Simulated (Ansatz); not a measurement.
**Phonons of Mo3AuN antiperovskite**

The plan: relax Mo3AuN antiperovskite, check its phonons, and, if the lattice is stable, compute its Eliashberg function and ρ(T).

Calculated with Ansatz 0.2.0; DFT PBEsol, scalar-relativistic, plane waves, PAW.

The structure was built from a prototype and need not be the compound's stable phase.

### 1. The structure

It takes space group Pm-3m (No. 221, cubic). The conventional cell has a = 4.079 Å, b = 4.079 Å, c = 4.079 Å, α = 90.00°, β = 90.00°, γ = 90.00°. Nearest to Au lie 12 Mo at 2.88 Å. Mo has 2 N at 2.04 Å nearest. N has 6 Mo at 2.04 Å nearest. Farther neighbours and most contacts between anions are not listed.

As a file:

```cif
data_structure
_symmetry_space_group_name_H-M 'P 1'
_symmetry_Int_Tables_number 1
_cell_length_a 4.0789
_cell_length_b 4.0789
_cell_length_c 4.0789
_cell_angle_alpha 90.000
_cell_angle_beta 90.000
_cell_angle_gamma 90.000
_cell_volume 67.86
loop_
_atom_site_label
_atom_site_type_symbol
_atom_site_fract_x
_atom_site_fract_y
_atom_site_fract_z
_atom_site_occupancy
Au1 Au 0.00000 0.00000 0.00000 1
Mo2 Mo 0.50000 0.50000 0.00000 1
Mo3 Mo 0.50000 0.00000 0.50000 1
Mo4 Mo 0.00000 0.50000 0.50000 1
N5 N 0.50000 0.50000 0.50000 1
```

### 2. Relaxing cell and atoms

Lattice constant and positions set the bands and the force constants, so the cell is relaxed first.

File input.yaml:

```yaml
crystal:
  lattice:
    - [4.07891, 0.0, 0.0]
    - [0.0, 4.07891, 0.0]
    - [0.0, 0.0, 4.07891]
  atoms:
    - { symbol: Au, position: [0.0, 0.0, 0.0] }
    - { symbol: Mo, position: [0.5, 0.5, 0.0] }
    - { symbol: Mo, position: [0.5, 0.0, 0.5] }
    - { symbol: Mo, position: [0.0, 0.5, 0.5] }
    - { symbol: "N", position: [0.5, 0.5, 0.5] }
kpoints:
  mp_grid: { grid: [6, 6, 6] }
hamiltonian:
  xc: pbesol
scf:
  occupations: { method: gaussian, width: 0.1 }
output:
  forces: true
  stress: true
  eigenvalues: true
relax:
  adjacent_minimum: "off"
  f_tol: 0.005
  max_steps: 80
  cell: { stress_tol: 0.05 }
```

Launch:

```sh
$ ansatz run input.yaml --threads 4 --pin off --max-ram 16384MiB --backend cpu --events-out ev --progress --plain --runs-dir out
```

Numbers of over 12 decimals in the logs are rounded to 6 here.

The program printed:

```text
Engine: ansatz 0.2.0, aarch64-unknown-linux-gnu
Pseudopotentials: kind: paw
Pseudopotential: Au, paw, valence charge 19, recommended cutoff 420 eV (normal), Au.paw.azcp
Pseudopotential: Mo, paw, valence charge 14, recommended cutoff 420 eV (normal), Mo.paw.azcp
Pseudopotential: N, paw, valence charge 5, recommended cutoff 420 eV (normal), N.paw.azcp
Functional definition: PBEsol
  exchange = pbesol_x
  correlation = pbesol_c
Crystal: 5 atoms, lattice volume = 67.863 Å³
Basis set: ecut = 420 eV, 1357 PW (Γ), exchange–correlation on 60×60×60 points (8 copies of the dense FFT grid, shifted against one another)
Bands: 40, of which v1, the nominal top of the filled ones, is band 33 counted from 1 (32 counted from 0)
Symmetry: 48 space group operations
Space group: Pm-3m (ITA 221), of the structure as read, at distance tolerance 4.1e-5 Å
k-points: 20 of 216
Non-local potential: Au, projectors of the file, l = 0: 3, l = 1: 2, l = 2: 2, l = 3: 1
Non-local potential: Mo, projectors of the file, l = 0: 3, l = 1: 2, l = 2: 2, l = 3: 1
Non-local potential: N, projectors of the file, l = 0: 2, l = 1: 2, l = 2: 1
PAW form: soft (Blöchl's): semilocal exchange-correlation on the pseudo side does not see the compensation charge
PAW frozen core: Au, regenerated for the run's functional, and the local potential with it (the file was generated under x = pbe(κ = 0.804, μ = 0.219515), c = pbe(β = 0.066725))
PAW frozen core: Mo, regenerated for the run's functional, and the local potential with it (the file was generated under x = pbe(κ = 0.804, μ = 0.219515), c = pbe(β = 0.066725))
PAW frozen core: N, regenerated for the run's functional, and the local potential with it (the file was generated under x = pbe(κ = 0.804, μ = 0.219515), c = pbe(β = 0.066725))
PAW one-centre angular grid: Au, 590 points (default); XC on 64 Gauss nodes
PAW one-centre angular grid: Mo, 590 points (default); XC on 64 Gauss nodes
PAW one-centre angular grid: N, 110 points (default); XC on 64 Gauss nodes
Initial density: superposition of atomic densities (neutral atoms: chi_scale 0, normalization atom), corrected by the library's trained network
Initial wavefunctions: pseudopotential atomic-orbital guess
Functional: x = pbesol(κ = 0.804, μ = 0.123457), c = pbesol(β = 0.046)
SCF iter   1: F=—  HF=-28078.987648 eV  |F-HF|=—  |Δ(HF+E_count)|=         —  Δρ=1.07e-2  dr2=6.90e-2  ethr=1.77e-3  ⟨swp⟩=5.2  Hψ=2815  notcnv=0
preconditioner: auto → Kerker (q_TF=auto, 2.716 Å⁻¹)  [metal: Δε(μ)=0.024 eV  Ē_g=6.732 eV  σ=0.100 eV  W_gap=0.13  n_scr=26 (ndim 8)  ℏωp=26.3 eV  f_vac=0.000  D(μ)=4.71/eV (n_scr^D=56)]
SCF iter   2: F=—  HF=-28078.975777 eV  |F-HF|=—  |Δ(HF+E_count)|=   1.19e-2  Δρ=4.80e-3  dr2=1.34e-2  ethr=1.05e-4  ⟨swp⟩=1.2  Hψ=967  notcnv=0
SCF iter   3: F=—  HF=-28078.972979 eV  |F-HF|=—  |Δ(HF+E_count)|=   2.80e-3  Δρ=8.49e-4  dr2=5.31e-4  ethr=2.04e-5  ⟨swp⟩=2.0  Hψ=997  notcnv=0
SCF iter   4: F=—  HF=-28078.972890 eV  |F-HF|=—  |Δ(HF+E_count)|=   8.88e-5  Δρ=1.51e-4  dr2=2.38e-5  ethr=8.04e-7  ⟨swp⟩=2.0  Hψ=1354  notcnv=0
SCF iter   5: F=—  HF=-28078.972955 eV  |F-HF|=—  |Δ(HF+E_count)|=   6.52e-5  Δρ=3.78e-5  dr2=1.88e-6  ethr=3.61e-8  ⟨swp⟩=2.0  Hψ=1072  notcnv=0
SCF iter   6: F=-28078.972955 eV  HF=-28078.972955 eV  |F-HF|=1.68e-8  |Δ(HF+E_count)|=   4.57e-7  Δρ=6.66e-6  dr2=3.10e-8  ethr=1.52e-10  ⟨swp⟩=6.8  Hψ=3623  notcnv=0
SCF 1 converged in 6 iterations: F = -28078.972955 eV  dr2 = 3.10e-8
  greatest PAW one-centre occupation: 1.001 electrons in one spin orbital (limit 2), on the Au atom at site 0 (counted from 0), in its partial waves of l = 0
relax step   1: F+E_penalty+E_count = -28078.97295471 eV  Δ(F+E_penalty+E_count) = +0.000e0 eV  max|allowed force component| = 1.990e-28 eV/Å  Δτ_max = 0.0000 Å  P = +1.227 GPa  Ω = 67.863 Å³  (6 SCF iters, dr2 threshold 1.00e-7 eV, accepted)
Crystal: 5 atoms, lattice volume = 68.360 Å³
Initial density: handed on by an earlier stage of this run
Initial wavefunctions: those handed on with the density
iter 1 solved again at ethr=4.67e-6 eV; its pass at ethr=3.10e-3 eV (dr2=3.08e-3 eV) is discarded
SCF iter   1: F=—  HF=-28078.973563 eV  |F-HF|=—  |Δ(HF+E_count)|=         —  Δρ=1.73e-3  dr2=3.32e-3  ethr=4.67e-6  ⟨swp⟩=2.3  Hψ=3325  notcnv=0
preconditioner: auto → Kerker (q_TF=auto, 2.712 Å⁻¹)  [metal: Δε(μ)=0.020 eV  Ē_g=6.729 eV  σ=0.100 eV  W_gap=0.11  n_scr=26 (ndim 8)  ℏωp=26.2 eV  f_vac=0.000  D(μ)=4.56/eV (n_scr^D=56)]
SCF iter   2: F=—  HF=-28078.973072 eV  |F-HF|=—  |Δ(HF+E_count)|=   4.90e-4  Δρ=7.63e-4  dr2=8.39e-4  ethr=4.67e-6  ⟨swp⟩=2.0  Hψ=907  notcnv=0
SCF iter   3: F=—  HF=-28078.972900 eV  |F-HF|=—  |Δ(HF+E_count)|=   1.73e-4  Δρ=1.85e-4  dr2=5.51e-5  ethr=1.27e-6  ⟨swp⟩=2.0  Hψ=1003  notcnv=0
SCF iter   4: F=—  HF=-28078.972971 eV  |F-HF|=—  |Δ(HF+E_count)|=   7.15e-5  Δρ=4.23e-5  dr2=1.48e-6  ethr=8.35e-8  ⟨swp⟩=2.0  Hψ=1089  notcnv=0
iter 5 did not close the SCF: its close was put off for the readings that it lacked (scf_convergence_deferred on its scf_iter line)
SCF iter   5: F=-28078.972971 eV  HF=-28078.972971 eV  |F-HF|=7.80e-8  |Δ(HF+E_count)|=   4.99e-7  Δρ=1.18e-5  dr2=1.13e-7  ethr=2.24e-9  ⟨swp⟩=2.0  Hψ=1454  notcnv=0
SCF iter   6: F=-28078.972971 eV  HF=-28078.972971 eV  |F-HF|=1.56e-9  |Δ(HF+E_count)|=   1.88e-8  Δρ=2.13e-6  dr2=3.02e-9  ethr=1.71e-10  ⟨swp⟩=2.0  Hψ=2469  notcnv=0
SCF 2 converged in 6 iterations: F = -28078.972971 eV  dr2 = 3.02e-9
relax step   2: F+E_penalty+E_count = -28078.97297074 eV  Δ(F+E_penalty+E_count) = -1.602e-5 eV  max|allowed force component| = 8.393e-29 eV/Å  Δτ_max = 0.0000 Å  P = -0.873 GPa  Ω = 68.360 Å³  energy of the carried Pulay correction = -5.112e-4 eV  (6 SCF iters, dr2 threshold 5.00e-7 eV, accepted)
Crystal: 5 atoms, lattice volume = 68.153 Å³
iter 1 solved again at ethr=8.05e-7 eV; its pass at ethr=3.10e-3 eV (dr2=5.31e-4 eV) is discarded
SCF iter   1: F=—  HF=-28078.973802 eV  |F-HF|=—  |Δ(HF+E_count)|=         —  Δρ=7.14e-4  dr2=5.68e-4  ethr=8.05e-7  ⟨swp⟩=2.2  Hψ=3260  notcnv=0
preconditioner: auto → Kerker (q_TF=auto, 2.714 Å⁻¹)  [metal: Δε(μ)=0.026 eV  Ē_g=6.743 eV  σ=0.100 eV  W_gap=0.14  n_scr=26 (ndim 8)  ℏωp=26.2 eV  f_vac=0.000  D(μ)=4.61/eV (n_scr^D=56)]
SCF iter   2: F=—  HF=-28078.973722 eV  |F-HF|=—  |Δ(HF+E_count)|=   8.00e-5  Δρ=3.15e-4  dr2=1.44e-4  ethr=8.05e-7  ⟨swp⟩=2.0  Hψ=883  notcnv=0
SCF iter   3: F=—  HF=-28078.973759 eV  |F-HF|=—  |Δ(HF+E_count)|=   3.63e-5  Δρ=7.73e-5  dr2=9.79e-6  ethr=2.18e-7  ⟨swp⟩=2.0  Hψ=998  notcnv=0
iter 4 did not close the SCF: its close was put off for the readings that it lacked (scf_convergence_deferred on its scf_iter line)
SCF iter   4: F=-28078.973756 eV  HF=-28078.973756 eV  |F-HF|=1.49e-7  |Δ(HF+E_count)|=   2.80e-6  Δρ=1.78e-5  dr2=2.43e-7  ethr=1.48e-8  ⟨swp⟩=2.0  Hψ=1090  notcnv=0
iter 5 did not close the SCF: its close was put off for the readings that it lacked (scf_convergence_deferred on its scf_iter line)
SCF iter   5: F=-28078.973756 eV  HF=-28078.973756 eV  |F-HF|=1.24e-8  |Δ(HF+E_count)|=   8.03e-8  Δρ=4.57e-6  dr2=1.76e-8  ethr=3.69e-10  ⟨swp⟩=2.0  Hψ=1454  notcnv=0
SCF iter   6: F=-28078.973756 eV  HF=-28078.973756 eV  |F-HF|=1.96e-10  |Δ(HF+E_count)|=   3.38e-9  Δρ=7.57e-7  dr2=3.96e-10  ethr=2.67e-11  ⟨swp⟩=1.2  Hψ=2342  notcnv=0
SCF 3 converged in 6 iterations: F = -28078.973756 eV  dr2 = 3.96e-10
relax step   3: F+E_penalty+E_count = -28078.97375577 eV  Δ(F+E_penalty+E_count) = -7.850e-4 eV  max|allowed force component| = 1.041e-29 eV/Å  Δτ_max = 0.0000 Å  P = -0.007 GPa  Ω = 68.153 Å³  energy of the carried Pulay correction = -2.982e-4 eV  (6 SCF iters, dr2 threshold 5.00e-7 eV, accepted)
Initial wavefunctions: pseudopotential atomic-orbital guess (no wavefunctions were taken with the density)
iter 1 solved again at ethr=5.29e-8 eV; its pass at ethr=3.10e-3 eV (dr2=3.49e-5 eV) is discarded
SCF iter   1: F=—  HF=-28078.974053 eV  |F-HF|=—  |Δ(HF+E_count)|=         —  Δρ=1.22e-4  dr2=2.35e-7  ethr=5.29e-8  ⟨swp⟩=3.5  Hψ=4832  notcnv=0
preconditioner: auto → Kerker (q_TF=auto, 2.714 Å⁻¹)  [metal: Δε(μ)=0.025 eV  Ē_g=6.745 eV  σ=0.100 eV  W_gap=0.14  n_scr=26 (ndim 8)  ℏωp=26.2 eV  f_vac=0.000  D(μ)=4.60/eV (n_scr^D=56)]
SCF iter   2: F=—  HF=-28078.974133 eV  |F-HF|=—  |Δ(HF+E_count)|=   7.96e-5  Δρ=6.21e-5  dr2=6.55e-8  ethr=3.56e-10  ⟨swp⟩=2.5  Hψ=1428  notcnv=0
SCF iter   3: F=—  HF=-28078.974134 eV  |F-HF|=—  |Δ(HF+E_count)|=   1.18e-6  Δρ=3.46e-6  dr2=5.02e-9  ethr=9.92e-11  ⟨swp⟩=2.0  Hψ=990  notcnv=0
SCF iter   4: F=—  HF=-28078.974134 eV  |F-HF|=—  |Δ(HF+E_count)|=  6.18e-11  Δρ=1.26e-6  dr2=8.13e-10  ethr=7.61e-12  ⟨swp⟩=2.0  Hψ=988  notcnv=0
iter 5 did not close the SCF: its close was put off for the readings that it lacked (scf_convergence_deferred on its scf_iter line)
SCF iter   5: F=-28078.974134 eV  HF=-28078.974134 eV  |F-HF|=1.46e-11  |Δ(HF+E_count)|=  1.27e-10  Δρ=1.36e-7  dr2=8.60e-12  ethr=1.23e-12  ⟨swp⟩=2.0  Hψ=1049  notcnv=0
SCF iter   6: F=-28078.974134 eV  HF=-28078.974134 eV  |F-HF|=1.09e-11  |Δ(HF+E_count)|=  3.64e-12  Δρ=4.44e-8  dr2=1.01e-12  ethr=1.00e-12  ⟨swp⟩=2.9  Hψ=2414  notcnv=0
SCF 4 converged in 6 iterations: F = -28078.974134 eV  dr2 = 1.01e-12
relax step   4: F+E_penalty+E_count = -28078.97413382 eV  Δ(F+E_penalty+E_count) = -3.780e-4 eV  max|allowed force component| = 1.199e-29 eV/Å  Δτ_max = 0.0000 Å  P = -0.001 GPa  Ω = 68.153 Å³  stress off target by 6.36e-4 GPa  SCF on the basis re-selected at this cell (its energy is not comparable with the rows above)  (6 SCF iters)
basis re-selected at this cell: Δ(F+E_penalty+E_count) = -3.780e-4 eV, ΔP = +0.006 GPa vs the last step (what re-selecting the basis moved, of the pressure what is left beyond the Pulay correction that the steps carried, after the strain that the cell walked since its last selection, with what the two solves' SCF thresholds leave and, on support functions, any second-order correction that the steps lacked; it is no m [...]
SCF converged after 6 iterations
Free energy (F): -28078.974134 eV
Harris-Foulkes:  -28078.974134 eV  (|F-HF|=1.09e-11)
Internal energy: -28078.951149 eV  (E = F + TS)
E sigma→0 (E₀):  -28078.962641 eV
Entropy (-TS):   -0.022985 eV (-4.597 meV/atom)
Fermi energy:    20.957484 eV
--- Per-component energies (eV) ---
  E_band       = -348.145953
  E_kinetic    = 2063.173315
  E_local      = -4262.371705  (includes V_loc(G=0)·N_el)
  E_nonlocal   = 553.700472
  E_hartree    = 1575.868546
  E_xc         = -835.835537
  E_vxc        = -1039.477529  (∫ρ·V_xc dr)
  E_paw        = -19117.586714  (= ΣΔE_a)
  E_vpaw       = -814.909226  (= ΣTr[D̂ρ^β])
  E_aug_tail   = 0.001634  (compensation charges beyond the density's cutoff)
  E_ewald      = -8056.866636
  E_core_change = 0.965476  (= ΣΔE_core)
  E_smearing   = -0.022985  (= −TS)
  E_closure    = 0.000000  (closes the sum)
  Σ components = -28078.974134   (vs F -28078.974134, Δ=0.00e0)
--- Forces (eV/Å), atoms counted from 1 ---
  atom   1  Au    -0.00000000    -0.00000000    -0.00000000
  atom   2  Mo    -0.00000000    -0.00000000     0.00000000
  atom   3  Mo    -0.00000000     0.00000000     0.00000000
  atom   4  Mo     0.00000000     0.00000000     0.00000000
  atom   5  N      0.00000000    -0.00000000     0.00000000
  max |Σ_I F_I| component: 2.42e-29 eV/Å
--- Stress (GPa, compression-positive) ---
       -0.000636       0.000000      -0.000000
        0.000000      -0.000636      -0.000000
       -0.000000      -0.000000      -0.000636
  P = ⅓ Tr σ = -0.0006 GPa (-0.006 kbar)
--- Band table (eV; the first three rows and the last of 20) ---
  k-point 0: bands = [... 29 lower, 19.8521, 19.8521, 22.1322, 22.1322, 22.4132, 22.4132, 22.4132, 24.0272, ... 3 higher]
  k-point 1: bands = [... 29 lower, 19.4990, 19.9675, 21.5684, 21.5684, 21.7395, 22.0668, 22.3463, 23.6137, ... 3 higher]
  k-point 2: bands = [... 29 lower, 18.2859, 20.3261, 20.6659, 20.9981, 20.9981, 21.8641, 22.2300, 22.6918, ... 3 higher]
  k-point 19: bands = [... 29 lower, 20.7530, 20.7530, 20.7530, 20.9095, 20.9095, 20.9095, 22.7020, 22.7020, ... 3 higher]
--- Relaxed structure (3 steps of the walk, 3 accepted, 1 SCFs on fresh bases) ---
  F+E_penalty+E_count = -28078.97413382 eV   max|allowed force component| = 1.199e-29 eV/Å   (the final SCF, on the basis selected at the relaxed cell)
  cell:  # Å, volume = 68.1526 Å³
    - [4.084706, 0, 0]
    - [0, 4.084706, 0]
    - [0, 0, 4.084706]
  atoms:
    - { symbol: Au, position: [0, 0, 0] }
    - { symbol: Mo, position: [0.5, 0.5, 0] }
    - { symbol: Mo, position: [0.5, 0, 0.5] }
    - { symbol: Mo, position: [0, 0.5, 0.5] }
    - { symbol: N, position: [0.5, 0.5, 0.5] }
```

It took 3.8 s on 4 threads of Arm Neoverse V1, shared host; peak memory 0.42 GiB.

Step by step:

```
step  energy less that of the first step (eV)  largest force component (eV/Å)  pressure (GPa)  volume (Å³)
   1                                   0.0000                          0.0000            1.23        67.86
   2                                   0.0000                          0.0000           -0.87        68.36
   3                                  -0.0008                          0.0000           -0.01        68.15
  4*                                  -0.0012                          0.0000            0.00        68.15
```

Relaxation steps marked * repeat the geometry before them on a plane-wave basis chosen anew for their cell, so energy and pressure can jump there.

Forces are held to the 48 operations that the run works with; a distortion that breaks them can't arise in this run.

```
conventional cell, symmetrised  before  after  change
                         a (Å)   4.079  4.085  +0.1 %
                         b (Å)   4.079  4.085  +0.1 %
                         c (Å)   4.079  4.085  +0.1 %
              volume (Å³/atom)   13.57  13.63  +0.4 %
```

Final coordinates:

```xyz
5
Lattice="4.0847 0.0000 0.0000 0.0000 4.0847 0.0000 0.0000 0.0000 4.0847" Properties=species:S:1:pos:R:3 pbc="T T T"
Au    0.0000    0.0000    0.0000
Mo    2.0424    2.0424    0.0000
Mo    2.0424    0.0000    2.0424
Mo    0.0000    2.0424    2.0424
N     2.0424    2.0424    2.0424
```

This step gave:

```yaml
pressure: -6.36e-4 GPa
volume_per_atom: 13.63 Å³
metallic_on_mesh: yes
gap_on_the_k_mesh: 0 eV
```

The largest force is now zero by symmetry and the largest stress component 6.4e-4 GPa, small enough for phonons.

[end of part 1 of 2]

[Logs are printed without paths, hosts, clocks, repeated set-up lines and the standing remarks that a program may print on its own settings, such as how far it seeks lower states.]

[Hosts, paths, dates, database ids (printed as entryN), source tags and the programs' standing remarks are cut or masked in the printed files.]
